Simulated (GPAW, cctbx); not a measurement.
# Bonding in HfAl2Pt3 as X-rays see it

Aim: compute the bonding part of the density of HfAl2Pt3, find which reflections carry it, and see how it biases an ordinary refinement.

The start was made by putting kin elements into a known structure type; the compound need not exist, or be stable, in this form. All numbers below are calculated.

## Step 1: Relax the structure

The density hangs on the geometry, so cell and atoms are relaxed first, with the symmetry held. The cutoff is set higher than for the density because stress converges slowly with plane waves.

Settings: GPAW 26.7.0, PBE, 570 eV, 5×4×4 k-points (along the axes of the calculation cell), Fermi–Dirac width 0.1 eV, BFGS to 0.03 eV/Å.

```text
cell
1.0
     0.000000000    0.000000000    3.547000000
     5.583000000    0.000000000    0.000000000
    -2.791500000    4.835019829    0.000000000
Pt Hf Al
3 1 2
Direct
0.500000000 0.000000000 0.500000000
0.500000000 0.500000000 0.500000000
0.500000000 0.500000000 0.000000000
0.000000000 0.000000000 0.000000000
0.000000000 0.666666667 0.333333333
0.000000000 0.333333333 0.666666667
```

```console
$ OMP_NUM_THREADS=1 mpirun -n 4 gpaw python run.py > gpaw.log
```

```text
BFGS:    0      -37.564401        3.179553
BFGS:    1      -37.720904        2.836899
BFGS:    2      -38.090971        1.842300
BFGS:    3      -38.285910        0.986456
...
BFGS:    8      -38.675063        0.316768
BFGS:    9      -38.684237        0.034816
BFGS:   10      -38.684487        0.003020
cell  4.0060 5.4199 5.4199  120.00 90.00 90.00
volume 101.912 A^3, largest force 0.000 eV/A, largest stress 0.03 GPa
```

The cell moved far, while the k-mesh and basis were chosen for the start, so the final shape may be somewhat biased.

After 10 steps the volume has changed by +6.4 % and the energy by -1.120 eV; the largest stress left is 0.03 GPa. It took 87 s on 4 cores of Arm Neoverse V2 (shared host), peak memory 1.2 GiB.

Relaxed structure: P6/mmm (no. 191), a = 5.4199 Å, b = 5.4199 Å, c = 4.0060 Å, α = 90.00°, β = 90.00°, γ = 120.00°.

| atom | mult. | x | y | z |
| --- | --- | --- | --- | --- |
| Pt1 | 3 | 0 | 1/2 | 1/2 |
| Hf1 | 1 | 0 | 0 | 0 |
| Al1 | 2 | 2/3 | 1/3 | 0 |

## Step 2: The all-electron density

X-rays see the whole electron density, so the PAW density is rebuilt with its core regions. Subtracting spherical free atoms from the same code cancels the cores and leaves the deformation density Δρ, the part due to bonding.

Settings: PBE, 450 eV, 6×5×5 k-points (along the axes of the calculation cell), Fermi–Dirac width 0.1 eV; primitive cell of 6 atoms.

```console
$ OMP_NUM_THREADS=1 mpirun -n 4 gpaw python run.py > gpaw.log
```

```text
|iter:   1|       0s |  -41.578907 | +0.39 |       |
|iter:   2|       1s |  -40.928636 | -1.53 | -1.04 |
|iter:   3|       2s |  -39.149485 | -0.61 | -1.08 |
...
|iter:  10|       7s |  -38.622294c| -5.99 | -4.06c|
|iter:  11|       8s |  -38.622296c| -6.86 | -4.73c|
|iter:  12|       9s |  -38.622294c| -7.56c| -5.05c|
```

```text
grid (40, 54, 54)  electrons 332.000  moved by bonding 1.638 e
deformation density beyond 0.5 A of the nuclei: max 0.090, min -0.325 e/A^3
atom        x       y       z   Voronoi charge  moment
Pt1    0.5000  0.0000  0.5000     -0.040       0.00
Pt2    0.5000  0.5000  0.5000     -0.040       0.00
Pt3    0.5000  0.5000  0.0000     -0.040       0.00
Hf4    0.0000  0.0000  0.0000      0.371       0.00
Al5    0.0000  0.6667  0.3333     -0.125       0.00
Al6    0.0000  0.3333  0.6667     -0.125       0.00
mean inner potential of superposed free atoms 26.843 V
total magnetic moment 0.000 muB
```

Deformation density in a plane through the shortest contact of the Pt atom at the origin, in 0.01 e/Å³ (clipped at ±99); x from -1.6 to 4.1 Å, y from 2.4 down to -2.4 Å:

```text
  2  -4   .   .  -4   1   5   5   5   4   3   2  -1  -5  -1   .
  2  -4  -4  -3  -2   3   6   6   5   5   4   3   1  -3  -3  -1
  2  -1  -2   0   3   5   5   5   5   6   5   4   2  -1  -4  -4
  2   3   4   6   5   4   4   5   5   6   4   2   0   0  -1  -2
  1   4   3   1  -1  -5  -2   4   5   3  -1  -4  -4  -2   1   2
  1   5   0 -18   .  -4  -5   3   5  -1  -4   .  -6  -3   2   4
  2   6   1  -2   .   .  -4   4   4  -3   .   .  -3  -1   4   5
  3   5  -2 -11   . -18  -4   4   3  -3  -4   .  -4   1   5   6
  5   5   1  -5  -2   1   2   4   3  -1  -3  -2   1   4   5   5
  5   5   5   4   4   6   5   3   2   2   3   5   6   5   5   5
  5   5   5   5   4   1  -1  -2   1   3   4   2   1  -3  -2   4
  5   5   6   4  -1  -4  -3  -5  -1   4   1 -10  -7  -4  -8   1
  4   5   5   3  -3   .   .  -3   0   6   2  -9   .   .  -5   3
```

Atoms in or within 0.15 Å of the plane: Pt (0.0, 0.0), Al (2.5, 0.0) Å. Dots mark points within about 0.45 Å of a nucleus; large values next to them are atomic features.

Al gains most (-0.12 e) and Hf loses most (+0.37 e), which isn't the order of electronegativity: valence and coordination count too, and Voronoi cells cut space at the midplane whatever the atoms' sizes. Along the shortest contact from the Pt atom at the map's origin, Pt–Al at 2.54 Å, Δρ is +0.06 e/Å³ at the midpoint: a modest build-up. At the midpoints of other shortest contacts it is +0.05 (Pt–Pt, 2.71 Å), +0.02 (Al–Al, 3.13 Å), -0.01 (Hf–Al, 3.13 Å) and +0.02 (Pt–Hf, 3.37 Å) e/Å³. Point values carry grid noise of about 0.01 e/Å³. The run needed 12 iterations, 14 s.

## Step 3: Structure factors

The Fourier components of Δρ, added to those of the free atoms, give the static X-ray structure factors; the Mott–Bethe relation turns them into the Fourier components V of the potential that fast electrons feel.

```text
static structure factors of the conventional cell: F in electrons, V (Mott-Bethe) in volts
   h  k  l      d  |F| table  |F| free   |F| DFT   change   |V| free  |V| DFT  change %
   1  0  0  4.6938    17.399    17.362    17.558    0.196     1.623    1.429    -12.0
   0  0  1  4.0060   129.659   129.409   129.276   -0.133     4.757    4.853      2.0
   1  0  1  3.0471   122.740   122.645   122.385   -0.260     5.995    6.103      1.8
   1  1  0  2.7099    13.200    13.213    13.054   -0.159     2.242    2.294      2.3
   2  0  0  2.3469   246.701   246.486   245.896   -0.590    11.522   11.669      1.3
   1  1  1  2.2446   141.418   141.269   140.913   -0.357     7.870    7.951      1.0
   2  0  1  2.0250   138.532   138.497   137.914   -0.583     6.732    6.840      1.6
   0  0  2  2.0030   261.504   261.199   260.126   -1.073    12.775   12.969      1.5
   1  0  2  1.8423    12.895    12.954    12.581   -0.373     0.923    0.980      6.2
   2  1  0  1.7741    12.703    12.754    12.685   -0.069     0.884    0.894      1.1
   2  1  1  1.6221   103.776   103.598   103.602    0.005     3.953    3.952     -0.0
   1  1  2  1.6108    11.038    10.950    11.010    0.060     1.056    1.049     -0.7
   3  0  0  1.5646    10.872    10.787    10.915    0.128     1.014    1.000     -1.4
   2  0  2  1.5236   214.511   214.207   214.168   -0.039     8.226    8.230      0.0
```

The largest X-ray change is -1.07 e on 002, 0.4 % of |F|. For electrons V goes as (Z − F)/g², so a change of F counts against Z − F, which is small at low angle and wherever the atoms' terms cancel: |V| of 100 moves by -12.0 % (1.62 to 1.43 V) against +1.1 % in |F|. The tabulated Hartree–Fock atoms differ from the free DFT atoms by up to 0.31 e, so the choice of reference atom matters too.

## Step 4: Convergence

Cutoff and k-mesh: one is changed at a time, to find what the result needs.

| run | ΔF 002 (e) | ΔF 200 (e) | ΔF 201 (e) | q(Al) (e) | moved (e) | time |
| --- | --- | --- | --- | --- | --- | --- |
| 450 eV 6×5×5 | -1.073 | -0.590 | -0.583 | -0.125 | 1.638 | 14 s |
| 250 eV 6×5×5 | -1.117 | -0.628 | -0.610 | -0.129 | 1.776 | 7.2 s |
| 350 eV 6×5×5 | -1.079 | -0.596 | -0.588 | -0.127 | 1.634 | 11 s |
| 750 eV 6×5×5 | -1.074 | -0.589 | -0.583 | -0.125 | 1.677 | 30 s |
| 450 eV 2×2×2 | -0.980 | -0.490 | -0.591 | -0.155 | 1.595 | 7.3 s |
| 450 eV 3×3×3 | -1.042 | -0.602 | -0.573 | -0.131 | 1.654 | 8.2 s |

Within 0.02 e of the base on all three: 350 eV 6×5×5 and 750 eV 6×5×5. The largest error, 0.100 e, comes with 450 eV 2×2×2. Times are from shared hosts.

## Step 5: Refining ordinary atoms against data with bonding

Routine crystallography fits spherical atoms. To see the bias, intensities are simulated from tabulated atoms plus the DFT change ΔF, so that bonding alone can misfit (3388 reflections of the full sphere, merged to the counts below, to 0.5 Å, 1.5 % proportional noise plus counting noise, assumed isotropic U as listed, Δρ smeared by the mean U) and refined with cctbx over different ranges.

```
                    range  data      R1  GooF  U Pt1 (true 0.0037)  U Hf1 (true 0.0038)  U Al1 (true 0.0069)  largest shift (Å)  Δρ max, min (e/Å³)
                 all data   208  0.0033  1.06               0.0037               0.0038               0.0070             0.0000         0.62, -0.56
 low resolution, d > 0.84    55  0.0032  1.09               0.0037               0.0038               0.0068             0.0000         0.20, -0.22
     high order, d < 0.75   134  0.0033  1.08               0.0037               0.0038               0.0069             0.0000         0.46, -0.46
occupancies free, d > 0.7    87  0.0032  1.09               0.0037               0.0038               0.0070             0.0000         0.31, -0.31
```

With all data GooF is 1.06, so at this noise the bonding hardly shows; the top residual peak lies 1.13 Å from Hf and 2.85 Å from Pt. No U is off by more than 3 s.u. at low resolution. Symmetry fixes every coordinate, so the shifts are zero by construction. With Pt1 held at 1 and the scale free, the other occupancies refine to Hf1 1.000(0.001) and Al1 1.001(0.006), within three s.u. of full.

## Step 6: Answer

Bonding moves 1.64 e in the primitive cell of HfAl2Pt3 and changes the structure factors of the conventional cell in the table above by at most 1.07 e (002, 0.4 %), and among reflections above 2 % of the strongest by up to 2.9 % (102). The shortest bond, Pt–Al, has Δρ = +0.06 e/Å³ at its midpoint. Within 0.02 e of the base on all three: 350 eV 6×5×5 and 750 eV 6×5×5. The largest error, 0.100 e, comes with 450 eV 2×2×2. With all data GooF is 1.06, so at this noise the bonding hardly shows. Limits: static density, frozen cores, no spin–orbit coupling.

[Outputs are excerpts: Python notices, other lines and further rows are left out; steps that failed or that the build refused (PBEsol, TPSS) are not shown.]

[Logs are printed without paths, hosts, clocks, repeated set-up lines and the standing remarks that a program may print on its own settings, such as how far it seeks lower states.]
